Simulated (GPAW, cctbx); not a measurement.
# Reading charge transfer from structure factors

CaPb2, Fd-3m (no. 227, origin choice 1), a = 9.3306 Å, b = 9.3306 Å, c = 9.3306 Å, α = 90.00°, β = 90.00°, γ = 90.00°.

```csv
atom,mult.,x,y,z
Pb1,16,5/8,7/8,7/8
Ca1,8,1/4,3/4,3/4
```

The cell comes from substitution in a known structure type and wasn't matched to any measured phase.

Absolute values of the static structure factors of the conventional cell from DFT (PBE, GPAW) against free spherical atoms, in electrons:

| hkl | d (Å) | free atoms | crystal |
| --- | --- | --- | --- |
| 111 | 5.387 | 524.61 | 525.27 |
| 022 | 3.299 | 125.56 | 125.23 |
| 131 | 2.813 | 655.02 | 655.10 |
| 222 | 2.693 | 1130.82 | 1129.67 |
| 040 | 2.333 | 982.20 | 980.36 |
| 133 | 2.141 | 458.65 | 457.99 |
| 242 | 1.905 | 101.13 | 101.47 |
| 333 | 1.796 | 575.75 | 575.99 |
| 151 | 1.796 | 575.75 | 575.92 |
| 044 | 1.649 | 1076.60 | 1076.83 |

**Question.** Which way does charge move, and which reflections show it best?

Project each element's phase sum on the total phase. At low angle |F| should rise if density moves to atoms that scatter in phase and fall if it moves to atoms that scatter against it.

| hkl | Pb in phase | Ca in phase | change (e) | (%) |
| --- | --- | --- | --- | --- |
| 111 | +8.0 | -5.7 | +0.66 | +0.1 |
| 022 | 0.0 | +8.0 | -0.32 | -0.3 |
| 131 | +8.0 | +5.7 | +0.08 | 0.0 |
| 222 | +16.0 | 0.0 | -1.14 | -0.1 |
| 040 | +16.0 | -8.0 | -1.84 | -0.2 |
| 133 | +8.0 | -5.7 | -0.66 | -0.1 |
| 242 | 0.0 | +8.0 | +0.34 | +0.3 |
| 333 | +8.0 | +5.7 | +0.24 | 0.0 |

Low-angle reflections that set elements apart and change by more than 0.05 e: 111, 022, 222, 040, 133 and 242. The real-space density gives Voronoi charges Pb -0.11, Ca +0.22 e. The signs that these charges predict hold for 111 and 022 and fail for 222, 040, 133 and 242, so the simple rule can't give the direction here. The reflections see the density near the nuclei and the atoms' change of size and shape; Voronoi cells count what crosses the midplanes.

[Outputs are excerpts: Python notices, other lines and further rows are left out; steps that failed or that the build refused (PBEsol, TPSS) are not shown.]

[Logs are printed without paths, hosts, clocks, repeated set-up lines and the standing remarks that a program may print on its own settings, such as how far it seeks lower states.]
